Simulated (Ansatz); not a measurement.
# Lattice dynamics of SrPbSe3 (model cell, started as cubic perovskite with Pb in the octahedra)

Aim: the vibrations of SrPbSe3 (model cell, started as cubic perovskite with Pb in the octahedra), their spectra, and whether the structure is stable.

Calculated with Ansatz 0.2.0; DFT PBE, scalar-relativistic, plane waves, PAW; PAW set soft_1.

The structure was built from a prototype and need not be the compound's stable phase.

### Step 1. Set-up

It takes space group Pm-3m (No. 221, cubic). The conventional cell has a = 5.400 Å, b = 5.400 Å, c = 5.400 Å, α = 90.00°, β = 90.00°, γ = 90.00°. Sr has 12 Se at 3.82 Å nearest. Nearest to Pb lie 6 Se at 2.70 Å. Nearest to Se lie 2 Pb at 2.70 Å and 4 Sr at 3.82 Å. Farther neighbours and most contacts between anions are not listed.

### Step 2. Relaxation

Harmonic phonons are second derivatives at a point where the forces vanish, and they are wanted at zero stress, so atoms and cell are relaxed first.

input.yaml

```yaml
crystal:
  lattice:
    - [5.3998, 0.0, 0.0]
    - [0.0, 5.3998, 0.0]
    - [0.0, 0.0, 5.3998]
  atoms:
    - { symbol: Sr, position: [0.0, 0.0, 0.0] }
    - { symbol: Pb, position: [0.5, 0.5, 0.5] }
    - { symbol: Se, position: [0.5, 0.5, 0.0] }
    - { symbol: Se, position: [0.5, 0.0, 0.5] }
    - { symbol: Se, position: [0.0, 0.5, 0.5] }
kpoints:
  mp_grid: { grid: [8, 8, 8] }
hamiltonian:
  xc: pbe
  pseudopotentials: { kind: paw, azcp: { folder: soft_1 } }
scf:
  occupations: { method: gaussian, width: 0.1 }
output:
  forces: true
  stress: true
  eigenvalues: true
relax:
  adjacent_minimum: "off"
  f_tol: 0.005
  max_steps: 80
  cell: { stress_tol: 0.05 }
```

Launch:

```console
$ ansatz run input.yaml --threads 4 --pin off --max-ram 16384MiB --backend cpu --events-out ev --progress --plain --runs-dir out
```

Numbers of over 12 decimals in the logs are rounded to 6 here.

The log of the run:

```text
Engine: ansatz 0.2.0, aarch64-unknown-linux-gnu
Pseudopotentials: kind: paw
Pseudopotential: Sr, paw, valence charge 10, recommended cutoff 420 eV (normal), soft_1/Sr.paw.azcp
Pseudopotential: Pb, paw, valence charge 14, recommended cutoff 420 eV (normal), soft_1/Pb.paw.azcp
Pseudopotential: Se, paw, valence charge 16, recommended cutoff 420 eV (normal), soft_1/Se.paw.azcp
Functional definition: PBE
  parameter kappa = 0.804
  parameter beta = 0.066725
  exchange = pbe_x(kappa = kappa, mu = beta*pi^2/3)
  correlation = pbe_c(beta = beta)
Crystal: 5 atoms, lattice volume = 157.447 Å³
Basis set: ecut = 420 eV, 3071 PW (Γ), exchange–correlation on 80×80×80 points (8 copies of the dense FFT grid, shifted against one another)
Bands: 44, of which v1, the nominal top of the filled ones, is band 36 counted from 1 (35 counted from 0)
Symmetry: 48 space group operations
Space group: Pm-3m (ITA 221), of the structure as read, at distance tolerance 5.4e-5 Å
k-points: 35 of 512
Non-local potential: Sr, projectors of the file, l = 0: 3, l = 1: 2, l = 2: 2
Non-local potential: Pb, projectors of the file, l = 0: 2, l = 1: 2, l = 2: 2, l = 3: 1
Non-local potential: Se, projectors of the file, l = 0: 2, l = 1: 2, l = 2: 3, l = 3: 1
PAW form: soft (Blöchl's): semilocal exchange-correlation on the pseudo side does not see the compensation charge
PAW one-centre angular grid: Sr, 110 points (default); XC on 64 Gauss nodes
PAW one-centre angular grid: Pb, 590 points (default); XC on 64 Gauss nodes
PAW one-centre angular grid: Se, 590 points (default); XC on 64 Gauss nodes
Initial density: superposition of atomic densities (chi_scale 0.1, normalization cell, long waves kept (reshape's long-wave potential 0.00 eV rms))
Initial wavefunctions: pseudopotential atomic-orbital guess
Functional: x = pbe(κ = 0.804, μ = 0.219515), c = pbe(β = 0.066725)
SCF iter   1: F=—  HF=-31864.236557 eV  |F-HF|=—  |Δ(HF+E_count)|=         —  Δρ=3.05e-2  dr2=3.29e0  ethr=3.10e-3  ⟨swp⟩=9.1  Hψ=7709  notcnv=0
preconditioner: auto → Kerker (q_TF=auto, 2.395 Å⁻¹)  [metal: Δε(μ)=0.014 eV  Ē_g=10.416 eV  σ=0.100 eV  W_gap=0.08  n_scr=32 (ndim 8)  ℏωp=17.3 eV  f_vac=0.001  D(μ)=3.88/eV (n_scr^D=26)]
SCF iter   2: F=—  HF=-31863.562615 eV  |F-HF|=—  |Δ(HF+E_count)|=   6.74e-1  Δρ=1.96e-2  dr2=1.68e0  ethr=3.10e-3  ⟨swp⟩=3.0  Hψ=2192  notcnv=0  defer=53
SCF iter   3: F=—  HF=-31862.980523 eV  |F-HF|=—  |Δ(HF+E_count)|=   5.82e-1  Δρ=5.28e-3  dr2=1.03e-1  ethr=2.33e-3  ⟨swp⟩=4.0  Hψ=3786  notcnv=0  defer=73
SCF iter   4: F=—  HF=-31862.954530 eV  |F-HF|=—  |Δ(HF+E_count)|=   2.60e-2  Δρ=2.00e-3  dr2=1.70e-2  ethr=1.43e-4  ⟨swp⟩=2.4  Hψ=3084  notcnv=0  defer=78
SCF iter   5: F=—  HF=-31862.946822 eV  |F-HF|=—  |Δ(HF+E_count)|=   7.71e-3  Δρ=9.17e-4  dr2=4.47e-3  ethr=2.36e-5  ⟨swp⟩=2.0  Hψ=2747  notcnv=0  defer=78
SCF iter   6: F=—  HF=-31862.945857 eV  |F-HF|=—  |Δ(HF+E_count)|=   9.65e-4  Δρ=5.26e-4  dr2=1.09e-3  ethr=6.21e-6  ⟨swp⟩=2.1  Hψ=2787  notcnv=0  defer=77
SCF iter   7: F=—  HF=-31862.945850 eV  |F-HF|=—  |Δ(HF+E_count)|=   6.92e-6  Δρ=1.55e-4  dr2=6.39e-5  ethr=1.51e-6  ⟨swp⟩=2.4  Hψ=2478  notcnv=0  defer=77
SCF iter   8: F=—  HF=-31862.945937 eV  |F-HF|=—  |Δ(HF+E_count)|=   8.70e-5  Δρ=3.69e-5  dr2=4.58e-6  ethr=8.87e-8  ⟨swp⟩=2.0  Hψ=2277  notcnv=0  defer=77
SCF iter   9: F=—  HF=-31862.945939 eV  |F-HF|=—  |Δ(HF+E_count)|=   2.02e-6  Δρ=9.27e-6  dr2=1.46e-7  ethr=6.36e-9  ⟨swp⟩=2.0  Hψ=2191  notcnv=0  defer=77
SCF iter  10: F=-31862.945939 eV  HF=-31862.945939 eV  |F-HF|=1.91e-8  |Δ(HF+E_count)|=   3.53e-7  Δρ=2.00e-6  dr2=6.39e-9  ethr=1.39e-10  ⟨swp⟩=14.8  Hψ=8436  notcnv=0
SCF 1 converged in 10 iterations: F = -31862.945939 eV  dr2 = 6.39e-9
  greatest PAW one-centre occupation: 1.000 electrons in one spin orbital (limit 2), on the Se atom at site 3 (counted from 0), in its partial waves of l = 2
relax step   1: F+E_penalty+E_count = -31862.94593949 eV  Δ(F+E_penalty+E_count) = +0.000e0 eV  max|allowed force component| = 1.468e-27 eV/Å  Δτ_max = 0.0000 Å  P = +1.361 GPa  Ω = 157.447 Å³  (10 SCF iters, dr2 threshold 1.00e-7 eV, accepted)
Crystal: 5 atoms, lattice volume = 162.766 Å³
Basis set: ecut = 420 eV, 3191 PW (Γ), exchange–correlation on 80×80×80 points (8 copies of the dense FFT grid, shifted against one another)
Initial density: handed on by an earlier stage of this run
Initial wavefunctions: those handed on with the density
iter 1 solved again at ethr=9.00e-6 eV; its pass at ethr=3.10e-3 eV (dr2=6.48e-3 eV) is discarded
SCF iter   1: F=—  HF=-31862.969539 eV  |F-HF|=—  |Δ(HF+E_count)|=         —  Δρ=1.08e-3  dr2=6.57e-3  ethr=9.00e-6  ⟨swp⟩=2.1  Hψ=7741  notcnv=0
preconditioner: auto → LDOS  [metal: Δε(μ)=0.011 eV  Ē_g=13.454 eV  σ=0.100 eV  W_gap=0.06  n_scr=32 (ndim 8)  ℏωp=18.4 eV  f_vac=0.043  D(μ)=4.08/eV (n_scr^D=26)  β→1.0]
SCF iter   2: F=—  HF=-31862.967035 eV  |F-HF|=—  |Δ(HF+E_count)|=   2.50e-3  Δρ=4.35e-4  dr2=4.14e-4  ethr=9.00e-6  ⟨swp⟩=2.1  Hψ=2258  notcnv=0
SCF iter   3: F=—  HF=-31862.967018 eV  |F-HF|=—  |Δ(HF+E_count)|=   1.74e-5  Δρ=1.13e-4  dr2=1.85e-5  ethr=5.76e-7  ⟨swp⟩=2.0  Hψ=2288  notcnv=0
SCF iter   4: F=—  HF=-31862.967011 eV  |F-HF|=—  |Δ(HF+E_count)|=   6.66e-6  Δρ=2.05e-5  dr2=9.88e-7  ethr=2.56e-8  ⟨swp⟩=2.0  Hψ=2795  notcnv=0
SCF iter   5: F=-31862.967011 eV  HF=-31862.967011 eV  |F-HF|=5.25e-8  |Δ(HF+E_count)|=   3.39e-7  Δρ=8.78e-6  dr2=1.13e-7  ethr=6.94e-10  ⟨swp⟩=8.9  Hψ=8143  notcnv=0
SCF 2 converged in 5 iterations: F = -31862.967011 eV  dr2 = 1.13e-7
  greatest PAW one-centre occupation: 1.000 electrons in one spin orbital (limit 2), on the Se atom at site 2 (counted from 0), in its partial waves of l = 2
relax step   2: F+E_penalty+E_count = -31862.96701073 eV  Δ(F+E_penalty+E_count) = -2.107e-2 eV  max|allowed force component| = 3.434e-29 eV/Å  Δτ_max = 0.0000 Å  P = -0.023 GPa  Ω = 162.766 Å³  energy of the carried Pulay correction = -3.591e-4 eV  (5 SCF iters, dr2 threshold 5.00e-7 eV, accepted)
Initial wavefunctions: pseudopotential atomic-orbital guess (no wavefunctions were taken with the density)
iter 1 solved again at ethr=3.16e-6 eV; its pass at ethr=3.10e-3 eV (dr2=2.27e-3 eV) is discarded
SCF iter   1: F=—  HF=-31862.954856 eV  |F-HF|=—  |Δ(HF+E_count)|=         —  Δρ=5.33e-4  dr2=1.72e-5  ethr=3.16e-6  ⟨swp⟩=3.0  Hψ=10713  notcnv=0
eigensolver tolerance schedule: the retry pair's looser diagonalisation over-reported the residual by 130.85 of it (diagonalisation noise at 0.15 of the residual, at the tolerance the schedule requests for it); recorded, not acted on — ethr = c·dr2/N_el stays at c = 1.0e-1
preconditioner: auto → LDOS  [metal: Δε(μ)=0.010 eV  Ē_g=13.410 eV  σ=0.100 eV  W_gap=0.06  n_scr=32 (ndim 8)  ℏωp=18.4 eV  f_vac=0.041  D(μ)=3.97/eV (n_scr^D=26)  β→1.0]
SCF iter   2: F=—  HF=-31862.967347 eV  |F-HF|=—  |Δ(HF+E_count)|=   1.25e-2  Δρ=4.09e-5  dr2=7.55e-6  ethr=2.39e-8  ⟨swp⟩=2.9  Hψ=2679  notcnv=0
SCF iter   3: F=—  HF=-31862.967331 eV  |F-HF|=—  |Δ(HF+E_count)|=   1.59e-5  Δρ=2.40e-5  dr2=1.04e-6  ethr=1.05e-8  ⟨swp⟩=2.0  Hψ=1868  notcnv=0
SCF iter   4: F=—  HF=-31862.967347 eV  |F-HF|=—  |Δ(HF+E_count)|=   1.61e-5  Δρ=5.29e-6  dr2=7.06e-8  ethr=1.45e-9  ⟨swp⟩=2.0  Hψ=2742  notcnv=0
SCF iter   5: F=—  HF=-31862.967347 eV  |F-HF|=—  |Δ(HF+E_count)|=   2.79e-8  Δρ=1.46e-6  dr2=2.96e-9  ethr=9.80e-11  ⟨swp⟩=2.0  Hψ=2810  notcnv=0
SCF iter   6: F=—  HF=-31862.967347 eV  |F-HF|=—  |Δ(HF+E_count)|=   6.53e-9  Δρ=3.15e-7  dr2=1.49e-10  ethr=4.11e-12  ⟨swp⟩=2.1  Hψ=2721  notcnv=0
SCF iter   7: F=-31862.967347 eV  HF=-31862.967347 eV  |F-HF|=1.46e-11  |Δ(HF+E_count)|=  2.73e-10  Δρ=1.01e-7  dr2=1.54e-11  ethr=1.00e-12  ⟨swp⟩=7.0  Hψ=6824  notcnv=0
SCF 3 converged in 7 iterations: F = -31862.967347 eV  dr2 = 1.54e-11
relax step   3: F+E_penalty+E_count = -31862.96734741 eV  Δ(F+E_penalty+E_count) = -3.367e-4 eV  max|allowed force component| = 7.436e-29 eV/Å  Δτ_max = 0.0000 Å  P = -0.025 GPa  Ω = 162.766 Å³  stress off target by 2.46e-2 GPa  SCF on the basis re-selected at this cell (its energy is not comparable with the rows above)  (7 SCF iters)
basis re-selected at this cell: Δ(F+E_penalty+E_count) = -3.367e-4 eV, ΔP = -0.001 GPa vs the last step (what re-selecting the basis moved, of the pressure what is left beyond the Pulay correction that the steps carried, after the strain that the cell walked since its last selection, with what the two solves' SCF thresholds leave and, on support functions, any second-order correction that the steps lacked; it is no m [...]
SCF converged after 7 iterations
Free energy (F): -31862.967347 eV
Harris-Foulkes:  -31862.967347 eV  (|F-HF|=1.46e-11)
Internal energy: -31862.947485 eV  (E = F + TS)
E sigma→0 (E₀):  -31862.957416 eV
Entropy (-TS):   -0.019863 eV (-3.973 meV/atom)
Fermi energy:    6.315492 eV
--- Per-component energies (eV) ---
  E_band       = -1408.882355
  E_kinetic    = 854.530463
  E_local      = -11141.893843  (includes V_loc(G=0)·N_el)
  E_nonlocal   = -522.529587
  E_hartree    = 5423.331091
  E_xc         = -633.144691
  E_vxc        = -560.686873  (∫ρ·V_xc dr)
  E_paw        = -19478.934743  (= ΣΔE_a)
  E_vpaw       = -884.963703  (= ΣTr[D̂ρ^β])
  E_aug_tail   = -0.001158  (compensation charges beyond the density's cutoff)
  E_ewald      = -6364.305017
  E_smearing   = -0.019863  (= −TS)
  E_closure    = 0.000000  (closes the sum)
  Σ components = -31862.967347   (vs F -31862.967347, Δ=0.00e0)
--- Forces (eV/Å), atoms counted from 1 ---
  atom   1  Sr    -0.00000000     0.00000000    -0.00000000
  atom   2  Pb     0.00000000     0.00000000     0.00000000
  atom   3  Se    -0.00000000     0.00000000    -0.00000000
  atom   4  Se     0.00000000     0.00000000    -0.00000000
  atom   5  Se    -0.00000000     0.00000000    -0.00000000
  max |Σ_I F_I| component: 9.10e-29 eV/Å
--- Stress (GPa, compression-positive) ---
       -0.024558       0.000000       0.000000
        0.000000      -0.024558       0.000000
        0.000000       0.000000      -0.024558
  P = ⅓ Tr σ = -0.0246 GPa (-0.246 kbar)
--- Band table (eV; the first three rows and the last of 35) ---
  k-point 0: bands = [... 32 lower, 5.5343, 5.5343, 5.6741, 5.6741, 5.6741, 8.0582, 9.2217, 9.2217, ... 4 higher]
  k-point 1: bands = [... 32 lower, 5.4725, 5.4725, 5.5694, 5.6367, 5.6367, 8.3590, 9.3244, 9.4170, ... 4 higher]
  k-point 2: bands = [... 32 lower, 5.3007, 5.3007, 5.5768, 5.5768, 5.5940, 9.0439, 9.5948, 9.8874, ... 4 higher]
  k-point 34: bands = [... 32 lower, 5.9239, 6.5649, 6.5649, 6.5649, 8.5976, 8.6581, 8.6581, 8.6581, ... 4 higher]
--- Relaxed structure (2 steps of the walk, 2 accepted, 1 SCFs on fresh bases) ---
  F+E_penalty+E_count = -31862.96734741 eV   max|allowed force component| = 7.436e-29 eV/Å   (the final SCF, on the basis selected at the relaxed cell)
  cell:  # Å, volume = 162.7663 Å³
    - [5.459943, 0, 0]
    - [0, 5.459943, 0]
    - [0, 0, 5.459943]
  atoms:
    - { symbol: Sr, position: [0, 0, 0] }
    - { symbol: Pb, position: [0.5, 0.5, 0.5] }
    - { symbol: Se, position: [0.5, 0.5, 0] }
    - { symbol: Se, position: [0.5, 0, 0.5] }
    - { symbol: Se, position: [0, 0.5, 0.5] }
```

It took 15 s on 4 threads of Arm Neoverse V1, shared host; peak memory 0.62 GiB.

Relaxation path:

| step | energy less that of the first step (eV) | largest force component (eV/Å) | pressure (GPa) | volume (Å³) |
| --- | --- | --- | --- | --- |
| 1 | 0.0000 | 0.0000 | 1.36 | 157.45 |
| 2 | -0.0211 | 0.0000 | -0.02 | 162.77 |
| 3* | -0.0214 | 0.0000 | -0.02 | 162.77 |

Relaxation steps marked * repeat the geometry before them on a plane-wave basis chosen anew for their cell, so energy and pressure can jump there.

Forces are held to the 48 operations that the run works with; a distortion that breaks them can't arise in this run.

| conventional cell, symmetrised | before | after | change |
| --- | --- | --- | --- |
| a (Å) | 5.400 | 5.460 | +1.1 % |
| b (Å) | 5.400 | 5.460 | +1.1 % |
| c (Å) | 5.400 | 5.460 | +1.1 % |
| volume (Å³/atom) | 31.49 | 32.55 | +3.4 % |

Numbers from this step:

* pressure: -0.02456 GPa
* volume per atom: 32.55 Å³
* gap on the k-mesh: 0 eV

In this step the volume went from 31.49 to 32.55 Å³/atom.

### Step 3. Relaxing to small forces for the phonons

Phonons need a cell at rest on their own settings, so the relaxation is repeated with tight tolerances on forces and stress, using the mesh and the filling of the phonon run that follows.

input.yaml, the sections that differ from step 2:

```yaml
crystal:
  lattice:
    - [5.45994331, 0.0, 0.0]
    - [0.0, 5.45994331, 0.0]
    - [0.0, 0.0, 5.45994331]
  atoms:
    - { symbol: Sr, position: [0.0, 0.0, 0.0] }
    - { symbol: Pb, position: [0.5, 0.5, 0.5] }
    - { symbol: Se, position: [0.5, 0.5, 0.0] }
    - { symbol: Se, position: [0.5, 0.0, 0.5] }
    - { symbol: Se, position: [0.0, 0.5, 0.5] }
scf:
  occupations: { method: methfessel_paxton, width: 0.2 }
relax:
  adjacent_minimum: "off"
  f_tol: 0.001
  max_steps: 60
  cell: { stress_tol: 0.01 }
# kpoints, hamiltonian, output: as in step 2
```

The log of the run:

```text
[...]
Crystal: 5 atoms, lattice volume = 162.766 Å³
Basis set: ecut = 420 eV, 3191 PW (Γ), exchange–correlation on 80×80×80 points (8 copies of the dense FFT grid, shifted against one another)
Bands: 44, of which v1, the nominal top of the filled ones, is band 36 counted from 1 (35 counted from 0)
Symmetry: 48 space group operations
[...]
k-points: 35 of 512
[...]
--- Relaxed structure (2 steps of the walk, 2 accepted, 1 SCFs on fresh bases) ---
[...]
cell:  # Å, volume = 162.5668 Å³
    - [5.457712, 0.0, 0.0]
    - [0, 5.457712, 0]
    - [0.0, 0, 5.457712]
  atoms:
    - { symbol: Sr, position: [0, 0, 0] }
    - { symbol: Pb, position: [0.5, 0.5, 0.5] }
    - { symbol: Se, position: [0.5, 0.5, 0] }
    - { symbol: Se, position: [0.5, 0, 0.5] }
    - { symbol: Se, position: [0, 0.5, 0.5] }
[key lines of the parts left out:]
SCF converged after 8 iterations
Free energy (F): -31862.961142 eV
Fermi energy:    6.321536 eV
P = ⅓ Tr σ = -0.0023 GPa (-0.023 kbar)
```

Elapsed: 16 s, on 4 threads; peak memory 0.62 GiB.

Little changed from the start: no atom moved by 0.005 Å and no cell edge by 0.1 %.

Numbers from this step:

```yaml
pressure: -0.002307 GPa
volume_per_atom: 32.51 Å³
```

The forces vanish by symmetry and the pressure is -0.002 GPa, within the tolerances set. The cell now holds 32.51 Å³/atom.

### Step 4. Zone-centre response

The zone centre comes first: it holds the modes that light can see, as far as symmetry allows. No field response is asked, since the mesh shows no gap.

input.yaml, the sections that differ from step 3:

```yaml
crystal:
  lattice:
    - [5.4577123742, 0.0, 0.0]
    - [0.0, 5.4577123742, 0.0]
    - [0.0, 0.0, 5.4577123742]
  atoms:
    - { symbol: Sr, position: [0.0, 0.0, 0.0] }
    - { symbol: Pb, position: [0.5, 0.5, 0.5] }
    - { symbol: Se, position: [0.5, 0.5, 0.0] }
    - { symbol: Se, position: [0.5, 0.0, 0.5] }
    - { symbol: Se, position: [0.0, 0.5, 0.5] }
output:
  eigenvalues: true
phonons:
  method: dfpt
# kpoints, hamiltonian, scf: as in step 3
# relax: removed
```

The log of the run:

```text
zone centre: on kpoints.mp_grid the ground state, and the responses unless they are solved on pairs of k-points, stand on 125 of the mesh's 512 k-points, reduced under 8 symmetry operations, with k and −k counted as one. Each operation leaves every solved displacement unchanged or reverses it
[...]
Crystal: 5 atoms, lattice volume = 162.567 Å³
Basis set: ecut = 420 eV, 3191 PW (Γ), exchange–correlation on 80×80×80 points (8 copies of the dense FFT grid, shifted against one another)
Bands: 44, of which v1, the nominal top of the filled ones, is band 36 counted from 1 (35 counted from 0)
Symmetry: 48 space group operations
k-points: 125 of 512 (irreducible under 8 space group operations)
[...]
SCF iter   1: F=—  HF=-31864.221534 eV  |F-HF|=—  |Δ(HF+E_count)|=         —  Δρ=2.98e-2  dr2=3.21e0  ethr=3.10e-3  ⟨swp⟩=8.3  Hψ=26391  notcnv=0
[...]
SCF iter  14: F=-31862.961142 eV  HF=-31862.961142 eV  |F-HF|=3.64e-12  |Δ(HF+E_count)|=  1.09e-11  S|Δr|=    0.00e0  Δρ=3.23e-8  dr2=2.53e-12  ethr=1.00e-12  ⟨swp⟩=15.6  Hψ=34036  notcnv=0
SCF 1 converged in 14 iterations: F = -31862.961142 eV  dr2 = 2.53e-12
[...]
DFPT response loops at Γ: preconditioner auto → Kerker (q_TF=auto, 2.382 Å⁻¹) (partly filled bands, converged f_vac=0.041); β = 1.00, the filter's whole step (`scf.mixing.beta` (0.50) is not read by the response loops under this deck's `scf.mixing.preconditioner`; to damp them name `kerker` or `kerker_dos`, under which they read `scf.mixing.beta`, and type it under 1.00, their step now; both keys bind the ground state too); Broyden in place of MSR1
SCF converged after 14 iterations
[...]
Free energy (F): -31862.961142 eV
[...]
Internal energy: -31862.958139 eV  (E = F + TS)
E sigma→0 (E₀):  -31862.960391 eV
Entropy (-TS):   -0.003004 eV (-0.601 meV/atom)
Fermi energy:    6.321537 eV
[...]
--- Band table (eV; the first three rows and the last of 125) ---
  k-point 0: bands = [... 32 lower, 5.5466, 5.5466, 5.6867, 5.6867, 5.6867, 8.0751, 9.2359, 9.2359, ... 4 higher]
  k-point 1: bands = [... 32 lower, 5.4847, 5.4847, 5.5818, 5.6492, 5.6492, 8.3762, 9.3388, 9.4317, ... 4 higher]
  k-point 2: bands = [... 32 lower, 5.3126, 5.3126, 5.5892, 5.5892, 5.6066, 9.0618, 9.6099, 9.9031, ... 4 higher]
  k-point 124: bands = [... 32 lower, 5.9375, 6.5794, 6.5794, 6.5794, 8.6128, 8.6720, 8.6720, 8.6720, ... 4 higher]
--- Phonons (Γ-DFPT): 4 representative perturbations + reference, on 125 of 512 k-points (Σ response iterations 12) ---
  k mesh reduced under 8 symmetry operations, with k and −k counted as one. Each operation leaves every solved displacement unchanged or reverses it
  ASR residual: 6.752e-5 → 0.000e0 eV/Å²; symmetrization residual: 3.041e-5 eV/Å²
  ASR residual per site (eV/Å²): 6.75e-5 1.59e-5 3.43e-5 3.43e-5 3.43e-5
  Γ frequencies (cm⁻¹): -81.13 -81.13 -81.13 -63.42 -63.42 -63.42 -17.11 -17.11 -17.11 0.00 0.00 0.00 193.21 193.21 193.21
  non-analytic LO–TO correction: not included (Born effective charges unavailable; polar crystals: no LO–TO splitting at Γ)
```

Wall time 2.4 min (4 threads); peak memory 2.7 GiB; 9.2 min of CPU time.

Reading the cycles: dr2 is the Hartree energy of the density residual (eV), the measure of convergence; HF is the Harris–Foulkes estimate of the energy, which meets the free energy F at convergence.

This step gave:

| Property | Result |
| --- | --- |
| sum-rule residual before enforcement | 6.75e-5 eV/Å² |
| point group | m-3m |
| highest optical mode at the zone centre (no LO-TO term) | 193.2 cm⁻¹ |
| lowest optical zone-centre mode | -81.13 cm⁻¹ |

Patterns of degenerate modes are one choice out of their space. Modes at Γ, with each element's share of the kinetic energy (negative means imaginary):

| mode | frequency (cm⁻¹) | symmetry | Sr % | Pb % | Se % |
| --- | --- | --- | --- | --- | --- |
| 1 | -81.1 | T1u | 44 | 4 | 52 |
| 2 | -81.1 | T1u | 44 | 4 | 52 |
| 3 | -81.1 | T1u | 44 | 4 | 52 |
| 4 | -63.4 | T2u | 0 | 0 | 100 |
| 5 | -63.4 | T2u | 0 | 0 | 100 |
| 6 | -63.4 | T2u | 0 | 0 | 100 |
| 7 | -17.1 | T1u | 39 | 40 | 21 |
| 8 | -17.1 | T1u | 39 | 40 | 21 |
| 9 | -17.1 | T1u | 39 | 40 | 21 |
| 10 | 0.0 | acoustic | 16 | 39 | 45 |
| 11 | 0.0 | acoustic | 16 | 39 | 45 |
| 12 | 0.0 | acoustic | 16 | 39 | 45 |
| 13 | 193.2 | T1u | 0 | 17 | 82 |
| 14 | 193.2 | T1u | 0 | 17 | 82 |
| 15 | 193.2 | T1u | 0 | 17 | 82 |

Displacements in mode 1 (-81.1 cm⁻¹), the largest set to 1:
```
Sr1  1.00 -0.25  0.24
Pb2  0.19 -0.05  0.05
Se3 -0.81  0.20  0.00
Se4 -0.81  0.00 -0.19
Se5  0.00  0.20 -0.19
```

Displacements in mode 14 (193.2 cm⁻¹), the largest set to 1:
```
Sr1 -0.02  0.00  0.00
Pb2 -0.29  0.00  0.00
Se3 -0.11  0.00  0.00
Se4 -0.11  0.00  0.00
Se5  1.00  0.00  0.00
```

Before it was imposed, the acoustic sum rule was missed by 6.8e-5 eV/Å². Small misses are needed for a sound result but don't prove that mesh and cutoff are converged. The lowest optical mode is imaginary, 81.1i cm⁻¹, so the energy falls along it.

(Continued in part 2 of 2.)

[Logs are printed without paths, hosts, clocks, repeated set-up lines and the standing remarks that a program may print on its own settings, such as how far it seeks lower states.]

[Hosts, paths, dates, database ids (printed as entryN), source tags and the programs' standing remarks are cut or masked in the printed files.]
